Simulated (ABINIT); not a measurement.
# TiO2 (Rutile): G0W0 with ABINIT, start to end

How does a plane-wave GW calculation on TiO2 (Rutile) run from the first input to the gap?

Calculated with ABINIT 10.8.3; LDA and many-body steps on it, plane waves.

**The experiments to reproduce.**

- Gap 3.03 eV: direct gap, E perpendicular to c; optical experiment; 1.6 K; bulk crystal (literature value) (quoted in “Shallow Valence Band of Rutile GeO2 and P-type Doping”, 2020, arxiv:2011.08928).

- Gap 3.09 ± 0.06 eV: optical gap from Tauc plot assuming indirect allowed transition; UV/vis diffuse reflectance, Kubelka-Munk and Tauc analysis; film (30 nm ALD shell on quartz particles, grown at 200 C, annealed in air at 500 C; rutile-rich with some anatase) on SiO2 (quartz particles) (“Defect-Mediated Crystallization of the Particulate TiO2 Photocatalyst Grown by Atomic Layer Deposition”, 2024, pmc:11726664).

- Gap 3.28 eV: optical bandgap after anatase to rutile transformation; spectroscopic ellipsometry; film (polycrystalline sol-gel film on Si(100), annealed at high temperature below 800 °C) (“Photocatalytic Performance of Sol-Gel Prepared TiO2 Thin Films Annealed at Various Temperatures”, 2023, pmc:10419699).

- Gap 3.05 eV: band gap; bulk crystal (literature experimental value) (quoted in “Hydrogen related defects in titanium dioxide at the interface to palladium”, 2021, arxiv:2112.05953).

This is a report of a sequence of runs, with most program output left out.

**1. Set-up**

Symmetry: P4_2/mnm, No. 136, tetragonal system. Conventional cell: a = 4.592 Å, b = 4.592 Å, c = 2.957 Å, α = 90.00°, β = 90.00°, γ = 90.00°. Ti has 6 O at 1.95 to 1.98 Å nearest. O has 3 Ti at 1.95 to 1.98 Å nearest. Farther neighbours and most contacts between anions are not listed.

The cell and positions come from the Crystallography Open Database and are kept as given unless a step says otherwise.

**2. Ground state**

This step: ABINIT 10.8.3; DFT, LDA, plane waves, norm-conserving pseudopotentials.

The ground-state density comes first.

run.abi reads:

```
acell 3*1.0 Angstrom
rprim 
  4.592200000000 0.000000000000 0.000000000000
  0.000000000000 4.592200000000 0.000000000000
  0.000000000000 0.000000000000 2.957400000000
ntypat 2
znucl 22 8
natom 6
typat 1 1 2 2 2 2
xred 
  0.000000000000 0.000000000000 0.000000000000
  0.500000000000 0.500000000000 0.500000000000
  0.304960000000 0.304960000000 0.000000000000
  0.195040000000 0.804960000000 0.500000000000
  0.695040000000 0.695040000000 0.000000000000
  0.804960000000 0.195040000000 0.500000000000
pp_dirpath "pseudos"
pseudos "Ti.upf, O.upf"
ecut 38
ngkpt 4 4 8
nshiftk 1
shiftk 0 0 0
kptopt 1
chksymbreak 0
nband 31
occopt 1
tolvrs 1e-10
nstep 60
prtwf 0
indata_prefix "in"
outdata_prefix "out"
tmpdata_prefix "tmp"
```

Launch:

```console
OMP_NUM_THREADS=1 mpirun -n 4 abinit run.abi > log
```

Wall time 50 s (4 MPI ranks of Arm Neoverse V2, shared host); peak memory 0.36 GiB.

This step gave:

| Property | Result |
| --- | --- |
| total energy | -5036.7261 eV |
| gap | 1.836 eV |
| k of the valence top | 0, 0, 0 |
| k of the conduction bottom | 0, 0, 0 |
| least direct gap | 1.836 eV |
| pressure | -8.807 GPa |

The gap is direct, at Γ.

The cutoff was set for levels, not for stress, so the pressure can be off by some GPa.

**3. Bands along the symmetry lines**

Levels along a band path, at the cheap level, show where the edges lie and whether the meshes to come will hold them.

run.abi reads:

```
acell 3*1.0 Angstrom
rprim 
  4.592200000000 0.000000000000 0.000000000000
  0.000000000000 4.592200000000 0.000000000000
  0.000000000000 0.000000000000 2.957400000000
ntypat 2
znucl 22 8
natom 6
typat 1 1 2 2 2 2
xred 
  0.000000000000 0.000000000000 0.000000000000
  0.500000000000 0.500000000000 0.500000000000
  0.304960000000 0.304960000000 0.000000000000
  0.195040000000 0.804960000000 0.500000000000
  0.695040000000 0.695040000000 0.000000000000
  0.804960000000 0.195040000000 0.500000000000
pp_dirpath "pseudos"
pseudos "Ti.upf, O.upf"
ecut 38
iscf -2
irdden 1
kptopt 0
nkpt 75
kpt 
  0.00000000 0.00000000 0.00000000
  0.00000000 0.06250000 0.00000000
  0.00000000 0.12500000 0.00000000
  0.00000000 0.18750000 0.00000000
  0.00000000 0.25000000 0.00000000
  0.00000000 0.31250000 0.00000000
  0.00000000 0.37500000 0.00000000
  0.00000000 0.43750000 0.00000000
  0.00000000 0.50000000 0.00000000
  0.06250000 0.50000000 0.00000000
  0.12500000 0.50000000 0.00000000
  0.18750000 0.50000000 0.00000000
  0.25000000 0.50000000 0.00000000
  0.31250000 0.50000000 0.00000000
  0.37500000 0.50000000 0.00000000
  0.43750000 0.50000000 0.00000000
  0.50000000 0.50000000 0.00000000
  0.43750000 0.43750000 0.00000000
  0.37500000 0.37500000 0.00000000
  0.31250000 0.31250000 0.00000000
  0.25000000 0.25000000 0.00000000
  0.18750000 0.18750000 0.00000000
  0.12500000 0.12500000 0.00000000
  0.06250000 0.06250000 0.00000000
  0.00000000 0.00000000 0.00000000
  0.00000000 0.00000000 0.06250000
  0.00000000 0.00000000 0.12500000
  0.00000000 0.00000000 0.18750000
  0.00000000 0.00000000 0.25000000
  0.00000000 0.00000000 0.31250000
  0.00000000 0.00000000 0.37500000
  0.00000000 0.00000000 0.43750000
  0.00000000 0.00000000 0.50000000
  0.00000000 0.06250000 0.50000000
  0.00000000 0.12500000 0.50000000
  0.00000000 0.18750000 0.50000000
  0.00000000 0.25000000 0.50000000
  0.00000000 0.31250000 0.50000000
  0.00000000 0.37500000 0.50000000
  0.00000000 0.43750000 0.50000000
  0.00000000 0.50000000 0.50000000
  0.06250000 0.50000000 0.50000000
  0.12500000 0.50000000 0.50000000
  0.18750000 0.50000000 0.50000000
  0.25000000 0.50000000 0.50000000
  0.31250000 0.50000000 0.50000000
  0.37500000 0.50000000 0.50000000
  0.43750000 0.50000000 0.50000000
  0.50000000 0.50000000 0.50000000
  0.43750000 0.43750000 0.50000000
  0.37500000 0.37500000 0.50000000
  0.31250000 0.31250000 0.50000000
  0.25000000 0.25000000 0.50000000
  0.18750000 0.18750000 0.50000000
  0.12500000 0.12500000 0.50000000
  0.06250000 0.06250000 0.50000000
  0.00000000 0.00000000 0.50000000
  0.00000000 0.50000000 0.00000000
  0.00000000 0.50000000 0.06250000
  0.00000000 0.50000000 0.12500000
  0.00000000 0.50000000 0.18750000
  0.00000000 0.50000000 0.25000000
  0.00000000 0.50000000 0.31250000
  0.00000000 0.50000000 0.37500000
  0.00000000 0.50000000 0.43750000
  0.00000000 0.50000000 0.50000000
  0.50000000 0.50000000 0.00000000
  0.50000000 0.50000000 0.06250000
  0.50000000 0.50000000 0.12500000
  0.50000000 0.50000000 0.18750000
  0.50000000 0.50000000 0.25000000
  0.50000000 0.50000000 0.31250000
  0.50000000 0.50000000 0.37500000
  0.50000000 0.50000000 0.43750000
  0.50000000 0.50000000 0.50000000
istwfk *1
nband 36
nbdbuf 7
tolwfr 1e-07
nstep 50
prtwf 0
prtvol 0
indata_prefix "in"
outdata_prefix "out"
tmpdata_prefix "tmp"
```

Run time: 40 s. Hardware: 4 MPI ranks; peak memory 0.45 GiB.

This step gave:

```yaml
gap: 1.836 eV
k_of_the_valence_top: 0, 0, 0
k_of_the_conduction_bottom: 0, 0, 0
least_direct_gap: 1.836 eV
```

The gap is 1.836 eV, as in the run before at this level.

The electronic bands at the labelled points (eV, zero at the top of the highest filled band):

| point | band 21 | band 22 | band 23 | band 24 | band 25 | band 26 | band 27 | band 28 |
| --- | --- | --- | --- | --- | --- | --- | --- | --- |
| Γ | -0.71 | -0.46 | -0.46 | 0.00 | 1.84 | 2.12 | 2.39 | 2.48 |
| halfway | -1.46 | -1.08 | -0.83 | -0.24 | 2.14 | 2.45 | 2.71 | 2.78 |
| X | -1.66 | -1.66 | -0.75 | -0.75 | 2.51 | 2.51 | 3.01 | 3.01 |
| halfway | -1.49 | -1.49 | -1.11 | -1.11 | 2.24 | 2.24 | 2.75 | 2.75 |
| M | -1.32 | -1.32 | -1.08 | -1.08 | 1.88 | 1.88 | 2.51 | 2.51 |
| halfway | -1.76 | -1.15 | -1.14 | -0.41 | 1.91 | 2.49 | 2.55 | 3.02 |
| Γ | -0.71 | -0.46 | -0.46 | 0.00 | 1.84 | 2.12 | 2.39 | 2.48 |
| halfway | -1.80 | -1.51 | -1.51 | -0.48 | 2.20 | 2.53 | 2.82 | 3.13 |
| Z | -2.43 | -2.43 | -1.44 | -1.44 | 2.97 | 2.97 | 3.16 | 3.16 |
| halfway | -1.82 | -1.82 | -1.64 | -1.64 | 2.43 | 2.43 | 3.17 | 3.17 |
| R | -2.08 | -2.08 | -1.05 | -1.05 | 1.86 | 1.86 | 3.19 | 3.19 |
| halfway | -1.55 | -1.55 | -0.89 | -0.89 | 2.13 | 2.13 | 3.20 | 3.20 |
| A | -1.30 | -1.30 | -0.68 | -0.68 | 2.57 | 2.57 | 3.20 | 3.20 |
| halfway | -1.88 | -1.59 | -1.40 | -1.22 | 2.07 | 2.76 | 3.17 | 3.18 |
| Z | -2.43 | -2.43 | -1.44 | -1.44 | 2.97 | 2.97 | 3.16 | 3.16 |
| jump to X | -1.66 | -1.66 | -0.75 | -0.75 | 2.51 | 2.51 | 3.01 | 3.01 |
| halfway | -2.00 | -2.00 | -0.86 | -0.86 | 2.54 | 2.54 | 3.18 | 3.18 |
| R | -2.08 | -2.08 | -1.05 | -1.05 | 1.86 | 1.86 | 3.19 | 3.19 |
| jump to M | -1.32 | -1.32 | -1.08 | -1.08 | 1.88 | 1.88 | 2.51 | 2.51 |
| halfway | -1.82 | -1.82 | -1.37 | -1.37 | 2.67 | 2.67 | 2.86 | 2.86 |
| A | -1.30 | -1.30 | -0.68 | -0.68 | 2.57 | 2.57 | 3.20 | 3.20 |

**4. Empty states on the mesh, 2×2×4 mesh, 165 bands**

The sums over transitions need many empty states on a uniform mesh; this step solves for them.

run.abi reads:

```
acell 3*1.0 Angstrom
rprim 
  4.592200000000 0.000000000000 0.000000000000
  0.000000000000 4.592200000000 0.000000000000
  0.000000000000 0.000000000000 2.957400000000
ntypat 2
znucl 22 8
natom 6
typat 1 1 2 2 2 2
xred 
  0.000000000000 0.000000000000 0.000000000000
  0.500000000000 0.500000000000 0.500000000000
  0.304960000000 0.304960000000 0.000000000000
  0.195040000000 0.804960000000 0.500000000000
  0.695040000000 0.695040000000 0.000000000000
  0.804960000000 0.195040000000 0.500000000000
pp_dirpath "pseudos"
pseudos "Ti.upf, O.upf"
ecut 38
ngkpt 2 2 4
nshiftk 1
shiftk 0 0 0
kptopt 1
chksymbreak 0
irdden 1
istwfk *1
nband 165
prtvol 0
optdriver 6
gwr_task "HDIAGO"
paral_kgb 0
occopt 1
indata_prefix "in"
outdata_prefix "out"
tmpdata_prefix "tmp"
```

Wall time 2.7 min (4 MPI ranks); peak memory 5 GiB.

Numbers from this step:

- gap: 1.836 eV
- k of the valence top: 0, 0, 0
- k of the conduction bottom: 0, 0, 0
- least direct gap: 1.836 eV
- k points computed: 9
- lowest point of the top converged band, above the valence top: 84.9993 eV

On this mesh the gap is 1.836 eV.

**5. Screening, 2×2×4 mesh, 157 bands, screening to 130.6 eV**

The RPA dielectric matrix is built and inverted for each q.

This step: RPA screening on LDA, plane waves, norm-conserving pseudopotentials.

Changes to run.abi since step 4:

```diff
@@ -24,10 +24,11 @@
 chksymbreak 0
-irdden 1
 istwfk *1
-nband 165
-prtvol 0
-optdriver 6
-gwr_task "HDIAGO"
-paral_kgb 0
 occopt 1
+irdwfk 1
+optdriver 3
+nband 157
+ecuteps 4.8
+inclvkb 2
+awtr 1
+symchi 1
 indata_prefix "in"
```

Run time: 53 s. Hardware: 4 MPI ranks; peak memory 1.5 GiB; 3.5 min of CPU time.

Numbers from this step:

* ε∞ with local fields, on this mesh, along the program's q direction: 9.334
* the same without local fields: 9.764
* plasma frequency: 32.58 eV
* plane waves in the screening matrix: 201

Local fields lower ε∞ by 4 %. On a Γ-centred mesh this coarse the value itself is usually too large, while a short band sum pulls it down.

**6. Self-energy, 2×2×4 mesh, 157 bands, screening to 130.6 eV**

The self-energy is evaluated for the states that the input lists, and the levels follow from it, in one-shot runs by the linearised quasiparticle equation.

This step: G0W0 on LDA, plane waves, norm-conserving pseudopotentials.

Changes to run.abi since step 5:

```diff
@@ -27,8 +27,31 @@
 irdwfk 1
-optdriver 3
+optdriver 4
 nband 157
+gwcalctyp 0
+ecutsigx 38
+symsigma 1
+nkptgw 9
+kptgw 
+  0.0000000000 0.0000000000 0.0000000000
+  0.5000000000 0.0000000000 0.0000000000
+  0.5000000000 0.5000000000 0.0000000000
+  0.0000000000 0.0000000000 0.2500000000
+  0.5000000000 0.0000000000 0.2500000000
+  0.5000000000 0.5000000000 0.2500000000
+  0.0000000000 0.0000000000 0.5000000000
+  0.5000000000 0.0000000000 0.5000000000
+  0.5000000000 0.5000000000 0.5000000000
+bdgw 
+  13 30
+  13 30
+  13 30
+  13 30
+  13 30
+  13 30
+  13 30
+  13 30
+  13 30
 ecuteps 4.8
-inclvkb 2
-awtr 1
-symchi 1
+irdscr 1
+ppmodel 1
 indata_prefix "in"
```

Wall time 2.2 min (4 MPI ranks); peak memory 1.5 GiB.

This step gave:

| Property | Result |
| --- | --- |
| G0W0 gap on the mesh | 3.294 eV |
| starting gap on the mesh | 1.836 eV |
| k of the valence top | 0, 0, 0 |
| k of the conduction bottom | 0.5, 0, 0.5 |
| Z at the valence top | 0.765 |
| Z at the conduction bottom | 0.778 |
| least direct G0W0 gap on the computed points | 3.356 eV |

The gap on the mesh goes from 1.84 eV to 3.29 eV, a correction of +1.46 eV.

Limits: finite bands, cutoff and mesh; coarse k mesh. v1 is the top filled band, c1 the lowest empty one. Levels before and after the correction, in eV, zero at the valence-band top of each column:

```
           conduction bottom  valence top
Kohn-Sham               1.84         0.00
     G0W0               3.29         0.00
```

|  | level | energy (eV) |
| --- | --- | --- |
| Kohn-Sham | Γ v3-v2 | -0.458 |
| Kohn-Sham | Γ v1 | 0.000 |
| Kohn-Sham | Γ c1 | 1.836 |
| Kohn-Sham | Γ c2 | 2.119 |
| Kohn-Sham | Γ c3 | 2.388 |
| Kohn-Sham | (0.5 0 0.5) v3 | -2.080 |
| Kohn-Sham | (0.5 0 0.5) v2-v1 | -1.049 |
| Kohn-Sham | (0.5 0 0.5) c1-c2 | 1.860 |
| Kohn-Sham | (0.5 0 0.5) c3 | 3.186 |
| G0W0 | Γ v3-v2 | -0.495 |
| G0W0 | Γ v1 | 0.000 |
| G0W0 | Γ c1 | 3.356 |
| G0W0 | Γ c2 | 3.564 |
| G0W0 | Γ c3 | 3.887 |
| G0W0 | (0.5 0 0.5) v3 | -2.179 |
| G0W0 | (0.5 0 0.5) v2-v1 | -1.177 |
| G0W0 | (0.5 0 0.5) c1-c2 | 3.294 |
| G0W0 | (0.5 0 0.5) c3 | 4.843 |

**7. Where the time went**

Times are wall times on 4 MPI ranks of Arm Neoverse V2, shared host, good to a factor of about two.

| step | time | share | memory (GiB) |
| --- | --- | --- | --- |
| ground state | 50 s | 12 % | 0.36 |
| bands along the symmetry lines | 40 s | 9 % | 0.45 |
| empty states on the mesh | 2.7 min | 37 % | 5.0 |
| screening | 53 s | 12 % | 1.5 |
| self-energy | 2.2 min | 30 % | 1.5 |

**8. Summary of results**

| Item | Value |
| --- | --- |
| LDA gap | 1.84 eV, direct |
| G0W0 gap on the mesh | 3.29 eV |
| GW settings | 2×2×4 mesh, 157 bands, screening to 130.6 eV, Godby-Needs plasmon pole |
| known limits | not at the basis limit; coarse k mesh |

**Reading.** G0W0 moves the gap on the mesh from 1.84 eV to 3.29 eV (+1.46 eV), with Z of 0.77 and 0.78 at the edges. Local fields lower the RPA ε∞ on this mesh from 9.76 to 9.33; a Γ-centred mesh this coarse tends to raise both, most where the direct gap is narrow, while a short band sum lowers them. G0W0 makes the gap indirect: the least direct gap computed is 3.36 eV. Against experiment, by G0W0@LDA: the direct gap of 3.36 eV lies +0.33 eV from the measured 3.03 eV (direct, 1.6 K, quoted 2020); the gap of 3.29 eV lies +0.20 eV from the measured 3.09 ± 0.06 eV (indirect, on SiO2 (quartz particles), 2024); the gap of 3.29 eV lies +0.01 eV from the measured 3.28 eV (optical, 2023); the gap of 3.29 eV lies +0.24 eV from the measured 3.05 eV (kind not stated, quoted 2021). An exciton line or allowed optical edge lies below the quasiparticle gap by the binding energy; a forbidden edge can push the onset above it. The calculation has static nuclei and no excitons; a measured gap holds zero-point and thermal motion, which mostly lowers it. Bands and cutoff are finite, so the gap is not at the basis limit. The miss can reach some tenths of an eV and take either sign; the mesh is an error of its own. The 2×2×4 mesh is coarse for this cell, which bears on the long-range parts of exchange and screening.

[Paths, hosts, dates, memory and timing lines, banners, echoed tables and standing remarks are left out of the program output.]

[Logs are printed without paths, hosts, clocks, repeated set-up lines and the standing remarks that a program may print on its own settings, such as how far it seeks lower states.]

[Runs of the session that timed out or met a known fault of the program may be left out.]

[Hosts, paths, dates, database ids (printed as entryN), source tags and the programs' standing remarks are cut or masked in the printed files.]

[G0W0 gaps are taken among the corrected bands and points alone; a level outside them can change the order at an edge.]

[Where Ansatz stands beside ABINIT at settings called matched, ABINIT's density can come from a denser mesh and the files from another edition; pairs whose starting gaps differed by over 0.03 eV were left out, so agreement reads better than it is.]
